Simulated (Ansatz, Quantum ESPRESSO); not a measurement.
# Aluminum (Fm-3m): phonons and their coupling to the electrons, part 2 of 4

Wanted: the coupling constant λ of Aluminum (Fm-3m) at ambient pressure.

Quantum ESPRESSO 7.5; DFT PBE, scalar-relativistic, plane waves, PseudoDojo norm-conserving pseudopotentials.

So far. Step 2 (A first look): No gap opens on this mesh, so smearing is kept; the start stands at -0.86 GPa. Step 4 (Self-consistent run for the response): The cell stands at -0.021 GPa, close enough for phonons. The relaxed cell has a = 4.033 Å (conventional setting).

### 7. Linear response on the mesh

Linear response treats each wavevector in the unit cell, with no supercell; the 4×4×4 mesh fixes the range of the force constants to be had. The change of the potential is kept for the electron-phonon matrix elements.

File ph.in:

```
phonons
&inputph
   prefix = 'x'
   outdir = './tmp'
   fildyn = 'x.dyn'
   tr2_ph = 1.0d-18
   alpha_mix(1) = 0.4
   nmix_ph = 8
   ldisp = .true.
   nq1 = 4
   nq2 = 4
   nq3 = 4
   electron_phonon = 'interpolated'
   fildvscf = 'dvscf'
   el_ph_sigma = 0.005
   el_ph_nsigma = 10
/
```

Run with:

```console
OMP_NUM_THREADS=1 mpirun -n 4 ph.x -nk 4 -in ph.in > ph.out
```

Numbers of over 12 decimals in the logs are rounded to 6 here.

The program printed:

```text
[banners, grids, parts of the stress and lines that vanish by symmetry left out]
[banner, memory and clock lines left out]
Program PHONON v.7.5

     ./tmp/x.save/

     IMPORTANT: XC functional enforced from input :
     Exchange-correlation= PBE
                           (   1   4   3   4   0   0   0)
     Any further DFT definition will be discarded
     Please, verify this is what you really want

     G-vector sticks info

     Reading collected, re-writing distributed wavefunctions in ./tmp/

     Dynamical matrices for ( 4, 4, 4)  uniform grid of q-points
     (   8 q-points):
       N         xq(1)         xq(2)         xq(3)
       1   0.000000000   0.000000000   0.000000000
       2   0.176776695   0.176776695  -0.176776695
[...]
Number and degeneracy of irreps per q-point
       N         xq(1)         xq(2)         xq(3)   N irreps
       1   0.000000000   0.000000000   0.000000000       1
        3
       2   0.176776695   0.176776695  -0.176776695       2
        1   2
[...]
1   2
[...]
1   2
[...]
No degeneracy
[...]
No degeneracy
       7  -0.707106781   0.000000000   0.000000000       2
        1   2
       8  -0.707106781   0.353553391   0.000000000       2
        1   2

     Saving dvscf to file. Distribute only q points, not irreducible representations.

     Calculation of q =    0.0000000   0.0000000   0.0000000

     phonons

     bravais-lattice index     =            0
     lattice parameter (alat)  =       5.3894  a.u.
     unit-cell volume          =     110.6866 (a.u.)^3
     number of atoms/cell      =            1
     number of atomic types    =            1
     kinetic-energy cut-off    =      32.0000  Ry
     charge density cut-off    =     128.0000  Ry
     convergence threshold     =      1.0E-18
     beta                      =       0.4000
     number of iterations used =            8
     Exchange-correlation= PBE
                           (   1   4   3   4   0   0   0)

     celldm(1)=    5.38935  celldm(2)=    0.00000  celldm(3)=    0.00000
     celldm(4)=    0.00000  celldm(5)=    0.00000  celldm(6)=    0.00000

     crystal axes: (cart. coord. in units of alat)
               a(1) = (  0.0000  0.7071  0.7071 )
               a(2) = (  0.7071  0.0000  0.7071 )
               a(3) = (  0.7071  0.7071  0.0000 )

     reciprocal axes: (cart. coord. in units 2 pi/alat)
               b(1) = ( -0.7071  0.7071  0.7071 )
               b(2) = (  0.7071 -0.7071  0.7071 )
               b(3) = (  0.7071  0.7071 -0.7071 )

     Atoms inside the unit cell:

     Cartesian axes

     site n.  atom      mass           positions (alat units)
        1  Al     26.9815   tau(    1) = (    0.00000    0.00000    0.00000  )

     Computing dynamical matrix for
                    q = (   0.0000000   0.0000000   0.0000000 )

     49 Sym.Ops. (with q -> -q+G )

     G cutoff =   94.1724  (   2733 G-vectors)     FFT grid: ( 20, 20, 20)

     number of k points=   145  Marzari-Vanderbilt smearing, width (Ry)=  0.0200

     PseudoPot. # 1 for Al read from file:
     ./pseudo/Al.upf
     Pseudo is Norm-conserving + core correction, Zval =  3.0

     Mode symmetry, O_h (m-3m)  point group:

     Atomic displacements:
     There are    1 irreducible representations

     Representation     1      3 modes -  To be done

     Alpha used in Ewald sum =   1.5000

     Representation #   1 modes #   1   2   3

     Self-consistent Calculation
      iter #   1   av.it.:   4.3
      thresh= 1.000E-02 alpha_mix =  0.400 |ddv_scf|^2 =  3.971E-08
      iter #   2   av.it.:   7.2
      thresh= 1.993E-05 alpha_mix =  0.400 |ddv_scf|^2 =  1.185E-08
[...]
End of self-consistent calculation

     Convergence has been achieved

     Number of q in the star =    1
     List of q in the star:
[...]
Diagonalizing the dynamical matrix

     q = (    0.000000000   0.000000000   0.000000000 )

 **************************************************************************
     freq (    1) =       0.006250 [THz] =       0.208493 [cm-1]
     freq (    2) =       0.006250 [THz] =       0.208493 [cm-1]
     freq (    3) =       0.006250 [THz] =       0.208493 [cm-1]
 **************************************************************************

     Mode symmetry, O_h (m-3m)  point group:

     freq (   1-   3) =          0.2  [cm-1]   --> T_1u G_15  G_4- I
     Electron-phonon interaction  ...

     [... narrower broadenings left out ...]
     Gaussian Broadening:   0.020 Ry, ngauss=   0
     DOS =  2.709151 states/spin/Ry/Unit Cell at Ef=  7.996389 eV
     lambda(    1)=  0.0000   gamma=    0.09 GHz
     lambda(    2)=  0.0000   gamma=    0.10 GHz
     lambda(    3)=  0.0000   gamma=    0.11 GHz
     [... wider broadenings left out ...]

     Number of q in the star =    1
     List of q in the star:
[...]
Calculation of q =    0.1767767   0.1767767  -0.1767767
     [... set-up and bands at k+q left out ...]

     Mode symmetry, C_3v (3m)   point group:

     Atomic displacements:
     There are    2 irreducible representations

     Representation     1      1 modes -  To be done

[...]
Message from routine init_vloc:
     Interpolation table for Vloc re-allocated

     Alpha used in Ewald sum =   1.5000

     Representation #   1 mode #   1

     Self-consistent Calculation

[...]
[... iterations left out ...]
[...]
End of self-consistent calculation

     Convergence has been achieved

     Representation #   2 modes #   2   3

[...]
[... iterations left out ...]
[...]
Convergence has been achieved

[...]
Diagonalizing the dynamical matrix

     q = (    0.176776695   0.176776695  -0.176776695 )

[...]
freq (    1) =       3.351738 [THz] =     111.801959 [cm-1]
     freq (    2) =       3.351738 [THz] =     111.801959 [cm-1]
     freq (    3) =       6.946682 [THz] =     231.716381 [cm-1]
[...]
Mode symmetry, C_3v (3m)   point group:

     freq (   1-   2) =        111.8  [cm-1]   --> E    L_3
     freq (   3-   3) =        231.7  [cm-1]   --> A_1  L_1
     Electron-phonon interaction  ...

     [... narrower broadenings left out ...]
     Gaussian Broadening:   0.020 Ry, ngauss=   0
     DOS =  2.709151 states/spin/Ry/Unit Cell at Ef=  7.996389 eV
     lambda(    1)=  0.0604   gamma=    1.76 GHz
     lambda(    2)=  0.0604   gamma=    1.75 GHz
     lambda(    3)=  0.1955   gamma=   24.41 GHz
     [... wider broadenings left out ...]

[...]
[... set-up and bands at k+q left out ...]

     Mode symmetry, D_3d (-3m)  point group:

[...]
Representation #   1 mode #   1

[...]
Convergence has been achieved

     Representation #   2 modes #   2   3

[...]
Convergence has been achieved

[...]
q = (   -0.353553391  -0.353553391   0.353553391 )

[...]
freq (    1) =       4.204960 [THz] =     140.262359 [cm-1]
     freq (    2) =       4.204960 [THz] =     140.262359 [cm-1]
     freq (    3) =       9.650570 [THz] =     321.908367 [cm-1]
[...]
Mode symmetry, D_3d (-3m)  point group:

     freq (   1-   2) =        140.3  [cm-1]   --> E_u  L_3'
     freq (   3-   3) =        321.9  [cm-1]   --> A_2u L_2'
[...]
lambda(    1)=  0.0944   gamma=    4.32 GHz
     lambda(    2)=  0.0949   gamma=    4.34 GHz
     lambda(    3)=  0.1679   gamma=   40.46 GHz
[...]
Mode symmetry, C_4v (4mm)  point group:

[...]
Convergence has been achieved

     Representation #   2 modes #   2   3

[...]
Convergence has been achieved

[...]
q = (    0.353553391   0.000000000   0.000000000 )

[...]
freq (    1) =       4.200264 [THz] =     140.105727 [cm-1]
     freq (    2) =       4.200264 [THz] =     140.105727 [cm-1]
     freq (    3) =       7.275184 [THz] =     242.674012 [cm-1]
[...]
Mode symmetry, C_4v (4mm)  point group:

     freq (   1-   2) =        140.1  [cm-1]   --> E    G_5 D_5
     freq (   3-   3) =        242.7  [cm-1]   --> A_1  G_1 D_1
[...]
lambda(    1)=  0.1191   gamma=    5.44 GHz
     lambda(    2)=  0.1203   gamma=    5.49 GHz
     lambda(    3)=  0.2347   gamma=   32.13 GHz
[...]
Mode symmetry, C_s (m)     point group:

[...]
Convergence has been achieved

[...]
Convergence has been achieved

[...]
Convergence has been achieved

[...]
q = (   -0.176776695  -0.530330086   0.530330086 )

[...]
freq (    1) =       5.203466 [THz] =     173.568931 [cm-1]
     freq (    2) =       6.652945 [THz] =     221.918353 [cm-1]
     freq (    3) =       8.875571 [THz] =     296.057169 [cm-1]
[...]
Mode symmetry, C_s (m)     point group:

     freq (   1-   1) =        173.6  [cm-1]   --> A''
     freq (   2-   2) =        221.9  [cm-1]   --> A'
     freq (   3-   3) =        296.1  [cm-1]   --> A'
[...]
lambda(    1)=  0.1120   gamma=    7.84 GHz
     lambda(    2)=  0.0942   gamma=   10.79 GHz
     lambda(    3)=  0.1900   gamma=   38.71 GHz
[...]
Mode symmetry, C_2v (mm2)  point group:

[...]
Convergence has been achieved

[...]
Convergence has been achieved

[...]
Convergence has been achieved

[...]
q = (    0.000000000  -0.353553391   0.353553391 )

[...]
freq (    1) =       4.660697 [THz] =     155.464128 [cm-1]
     freq (    2) =       6.519871 [THz] =     217.479486 [cm-1]
     freq (    3) =       8.315835 [THz] =     277.386387 [cm-1]
[...]
Mode symmetry, C_2v (mm2)  point group:

     freq (   1-   1) =        155.5  [cm-1]   --> B_1  D_3  S_3
     freq (   2-   2) =        217.5  [cm-1]   --> B_2  D_4  S_4
     freq (   3-   3) =        277.4  [cm-1]   --> A_1  D_1  S_1
[...]
lambda(    1)=  0.0247   gamma=    1.39 GHz
     lambda(    2)=  0.1215   gamma=   13.37 GHz
     lambda(    3)=  0.2267   gamma=   40.56 GHz
[...]
Calculation of q =   -0.7071068   0.0000000   0.0000000
     [... set-up and bands at k+q left out ...]

     Mode symmetry, D_4h(4/mmm) point group:

     Atomic displacements:
     There are    2 irreducible representations

[...]
Alpha used in Ewald sum =   1.5000

     Representation #   1 mode #   1

[...]
Convergence has been achieved

     Representation #   2 modes #   2   3

[...]
Convergence has been achieved

[...]
Diagonalizing the dynamical matrix

     q = (   -0.707106781   0.000000000   0.000000000 )

[...]
freq (    1) =       5.931775 [THz] =     197.862709 [cm-1]
     freq (    2) =       5.931775 [THz] =     197.862709 [cm-1]
     freq (    3) =       9.600079 [THz] =     320.224168 [cm-1]
[...]
Mode symmetry, D_4h(4/mmm) point group:

     freq (   1-   2) =        197.9  [cm-1]   --> E_u  X_5' M_5'
     freq (   3-   3) =        320.2  [cm-1]   --> A_2u X_4' M_4'
     Electron-phonon interaction  ...

     [... narrower broadenings left out ...]
     Gaussian Broadening:   0.020 Ry, ngauss=   0
     DOS =  2.709151 states/spin/Ry/Unit Cell at Ef=  7.996389 eV
     lambda(    1)=  0.1510   gamma=   13.74 GHz
     lambda(    2)=  0.1581   gamma=   14.39 GHz
     lambda(    3)=  0.1393   gamma=   33.21 GHz
     [... wider broadenings left out ...]

[...]
Calculation of q =   -0.7071068   0.3535534   0.0000000
     [... set-up and bands at k+q left out ...]

     Mode symmetry, D_2d (-42m) point group:

     Atomic displacements:
     There are    2 irreducible representations

     Representation     1      1 modes -  To be done

     Representation     2      2 modes -  To be done

     Alpha used in Ewald sum =   1.5000

     Representation #   1 mode #   1

     Self-consistent Calculation

[...]
[... iterations left out ...]
[...]
End of self-consistent calculation

     Convergence has been achieved

     Representation #   2 modes #   2   3

     Self-consistent Calculation

      iter #   1   av.it.:   4.9
      thresh= 1.000E-02 alpha_mix =  0.400 |ddv_scf|^2 =  1.363E-06

      [... iterations left out ...]
      iter #   9   av.it.:   7.0
      thresh= 1.201E-10 alpha_mix =  0.400 |ddv_scf|^2 =  3.516E-22

     End of self-consistent calculation

     Convergence has been achieved

     Number of q in the star =    6
     List of q in the star:
[...]
Diagonalizing the dynamical matrix

     q = (   -0.707106781   0.353553391   0.000000000 )

 **************************************************************************
     freq (    1) =       6.546397 [THz] =     218.364310 [cm-1]
     freq (    2) =       8.138495 [THz] =     271.470986 [cm-1]
     freq (    3) =       8.138495 [THz] =     271.470986 [cm-1]
 **************************************************************************

     Mode symmetry, D_2d (-42m) point group:

     freq (   1-   1) =        218.4  [cm-1]   --> B_2  X_3  W_2
     freq (   2-   3) =        271.5  [cm-1]   --> E    X_5  W_3
     Electron-phonon interaction  ...

     [... narrower broadenings left out ...]
     Gaussian Broadening:   0.020 Ry, ngauss=   0
     DOS =  2.709151 states/spin/Ry/Unit Cell at Ef=  7.996389 eV
     lambda(    1)=  0.0899   gamma=    9.97 GHz
     lambda(    2)=  0.2040   gamma=   34.95 GHz
     lambda(    3)=  0.2047   gamma=   35.08 GHz
     [... wider broadenings left out ...]

     Number of q in the star =    6
     List of q in the star:
[...]
5   0.353553391   0.000000000  -0.707106781
          6  -0.353553391   0.000000000   0.707106781


[key lines of the parts left out:]
the Fermi energy is     8.0296 ev
```

Elapsed: 5.5 min, on 4 MPI ranks of Arm Neoverse N1, shared host.

This step gave:

- largest acoustic frequency at the zone centre before the sum rule: 0.21 cm⁻¹
- lowest mode on the q mesh (acoustic ones at the zone centre apart): 111.8 cm⁻¹

Frequencies (cm⁻¹) at each irreducible wavevector; negative means imaginary. Frequencies by wavevector:

```csv
q (fractions),star,mode 1,mode 2,mode 3
0 0 0,1,0.21,0.21,0.21
0 0 0.25,8,111.8,111.8,231.7
0 0 -0.5,4,140.3,140.3,321.9
0 0.25 0.25,6,140.1,140.1,242.7
0 0.25 -0.5,24,173.6,221.9,296.1
0 0.25 -0.25,12,155.5,217.5,277.4
0 -0.5 -0.5,3,197.9,197.9,320.2
0.25 -0.5 -0.25,6,218.4,271.5,271.5
```

Couplings of single modes at a Gaussian broadening of 0.02 Ry, as ph.x prints them; it sets λ to zero for modes under 20 cm⁻¹. Mode couplings:

```csv
q (fractions),mode,frequency (cm⁻¹),λ,linewidth γ (GHz)
0 0 0.25,1,111.8,0.0604,1.76
0 0 0.25,2,111.8,0.0604,1.75
0 0 0.25,3,231.7,0.1955,24.41
0 0 -0.5,1,140.3,0.0944,4.32
0 0 -0.5,2,140.3,0.0949,4.34
0 0 -0.5,3,321.9,0.1679,40.46
0 0.25 0.25,1,140.1,0.1191,5.44
0 0.25 0.25,2,140.1,0.1203,5.49
0 0.25 0.25,3,242.7,0.2347,32.13
0 0.25 -0.5,1,173.6,0.112,7.84
0 0.25 -0.5,2,221.9,0.0942,10.79
0 0.25 -0.5,3,296.1,0.19,38.71
0 0.25 -0.25,1,155.5,0.0247,1.39
0 0.25 -0.25,2,217.5,0.1215,13.37
0 0.25 -0.25,3,277.4,0.2267,40.56
0 -0.5 -0.5,1,197.9,0.151,13.74
0 -0.5 -0.5,2,197.9,0.1581,14.39
0 -0.5 -0.5,3,320.2,0.1393,33.21
0.25 -0.5 -0.25,1,218.4,0.0899,9.97
0.25 -0.5 -0.25,2,271.5,0.204,34.95
0.25 -0.5 -0.25,3,271.5,0.2047,35.08
```

The acoustic modes at Γ come out as far as 0.2 cm⁻¹ from zero, where they should vanish, a small numerical error.

### 8. Fourier transform to real space

The dynamical matrices of the mesh are Fourier-transformed to force constants in real space.

File q2r.in:

```
&input
   fildyn = 'x.dyn'
   zasr = 'crystal'
   flfrc = 'x.fc'
   la2F = .true.
/
```

Run with:

```console
q2r.x < q2r.in > q2r.out
```

The program printed:

```text
[banners, grids, parts of the stress and lines that vanish by symmetry left out]
[banner, memory and clock lines left out]
Program Q2R v.7.5

  reading grid info from file x.dyn0

  reading force constants from file x.dyn1
  Dielectric Tensor not found
  nqs=            1
 q=   0.00000000  0.00000000  0.00000000
  reading force constants from file x.dyn2
  nqs=            8
 q=   0.17677670  0.17677670 -0.17677670
[...]
reading force constants from file x.dyn7
  nqs=            3
[...]
reading force constants from file x.dyn8
  nqs=            6
[...]
q=   0.35355339 -0.00000000 -0.70710678
 q=  -0.35355339 -0.00000000  0.70710678

      q-space grid ok, #points =   64

      fft-check success (sum of imaginary terms < 10^-12)

   Preparing gamma for a2F

 Broadening =      0.005
      q-space grid ok, #points =   64

      fft-check success (sum of imaginary terms < 10^-12)

 Broadening =      0.010
[...]
Broadening =      0.045
      q-space grid ok, #points =   64

      fft-check success (sum of imaginary terms < 10^-12)

 Broadening =      0.050
      q-space grid ok, #points =   64

      fft-check success (sum of imaginary terms < 10^-12)
```

Run time: 0.52 s. Hardware: 1 thread.

### 9. Dispersion

From the force constants any wavevector is cheap; points of the mesh come back as solved, but for the sum rule and, in polar crystals, the LO-TO term at Γ; the rest is interpolation.

File matdyn.in:

```
&input
   asr = 'crystal'
   flfrc = 'x.fc'
   flfrq = 'x.freq'
   flvec = 'x.modes'
   q_in_band_form = .true.
   q_in_cryst_coord = .true.
/
8
  0.0000000   0.0000000   0.0000000  12  ! GAMMA
  0.5000000   0.0000000   0.5000000  12  ! X
  0.6250000   0.2500000   0.6250000   1  ! U
  0.3750000   0.3750000   0.7500000  12  ! K
  0.0000000   0.0000000   0.0000000  12  ! GAMMA
  0.5000000   0.5000000   0.5000000  12  ! L
  0.5000000   0.2500000   0.7500000  12  ! W
  0.5000000   0.0000000   0.5000000   1  ! X
```

Run with:

```console
matdyn.x -in matdyn.in > matdyn.out
```

The program printed:

```text
[banner, memory and clock lines left out]
Program MATDYN v.7.5

 mass for atomic type   1 not given; uses mass from file x.fc
 Norm of the difference between old and new effective charges:    0.000000

 Norm of the difference between old and new force-constants:   1.94856e-08

     Message from routine matdyn:
     Z* not found in file x.fc, TO-LO splitting at q=0 will be absent!
     Message from routine matdyn:
     Z* not found in file x.fc, TO-LO splitting at q=0 will be absent!

Note: The following floating-point exceptions are signalling: IEEE_UNDERFLOW_FLAG
```

Wall time 0.5 s (1 thread).

This step gave:

- lowest frequency on the path: 0 cm⁻¹
- mean frequency: 210.9 cm⁻¹
- Debye temperature (second moment): 409 K
- logarithmic mean frequency: 200.6 cm⁻¹

Matdyn.x, sum rule crystal. The phonon branches at the labelled points (cm⁻¹):

```csv
point,branch 1,branch 2,branch 3
Γ,0,0,0
halfway,140,140,243
X,198,198,320
halfway,196,220,312
U,188,260,290
jump to K,188,260,290
halfway,132,168,246
Γ,0,0,0
halfway,112,112,232
L,140,140,322
halfway,172,217,304
W,218,272,272
halfway,208,226,306
X,198,198,320
```

The phonon branches as a text plot (rows in cm⁻¹):

```
    315 |          *****                        ******        ***
    302 |         *     *                      *      *      *
    288 |        *       *  **                         **   *
    275 |                 **  *               *          ***
    262 |       *           *  *             *          ** *
    248 |      *         *      *                      *    *
    235 |               *    *              *                *
    221 |     *               *  *                    *   *** *
    208 |             **                                **   ***
    194 |          *******     *  *        *         * *       **
    181 |    *    *       **
    168 |        *          **  *         *         ***
    154 |       *             *    *               **
    141 |   *  *               * *             *****
    127 |     *                 *        *   **
    114 |                        **         *
    101 |  * *                    * *      *
     87 |                          *    * *
     74 |   *                      *
     60 |                           *    *
     47 | **                         ** *
     34 |                            **
     20 | *
      7 |*                             *
         Γ           X  U|K            Γ         L        W     X
```

Lowest modes at the softest wavevector of the mesh; phase exp(i q.(R + tau)). Modes at q = (0.000, 0.250, 0.000):

```csv
mode,frequency (cm⁻¹)
1,111.8
2,111.8
3,231.7
```

Displacements in mode 2 (111.8 cm⁻¹), the largest set to 1, in the home cell:
```
Al1 0.00 1.00 1.00
```

Displacements in mode 3 (231.7 cm⁻¹), the largest set to 1, in the home cell:
```
Al1  1.00 -1.00  1.00
```

Force constants by pair (phonopy on the run's constants); pairs near half the supercell's span include their periodic images. Pair force constants, by row:

```csv
atom,neighbour,distance (Å),third of the trace (eV/Å²),along the pair's line (eV/Å²)
Al1,itself,0,4.802,–
Al1,Al,2.852,-0.3762,-1.308
Al1,Al,4.033,-0.0189,-0.1006
Al1,Al,4.94,0.0067,0.0269
Al1,Al,5.704,-0.0339,-0.0986
Al1,Al,6.377,-0.011,-0.0296
Al1,Al,6.986,-0.004,-0.004
```

Harmonic mean-square displacement, third of the trace. Mean-square displacements:

```csv
T (K),Al1 U_eq (Å²)
0,0.00332
100,0.00421
300,0.00921
600,0.01769
```

Mode patterns, pair constants, displacements and means over the zone were worked out by phonopy from the force constants of q2r.x.

All branches are real along the path.

[end of part 2 of 4]

[Host names and launcher messages were left out of these logs when they were recorded.]

[Logs are printed without paths, hosts, clocks, repeated set-up lines and the standing remarks that a program may print on its own settings, such as how far it seeks lower states.]

[Hosts, paths, dates, database ids (printed as entryN), source tags and the programs' standing remarks are cut or masked in the printed files.]
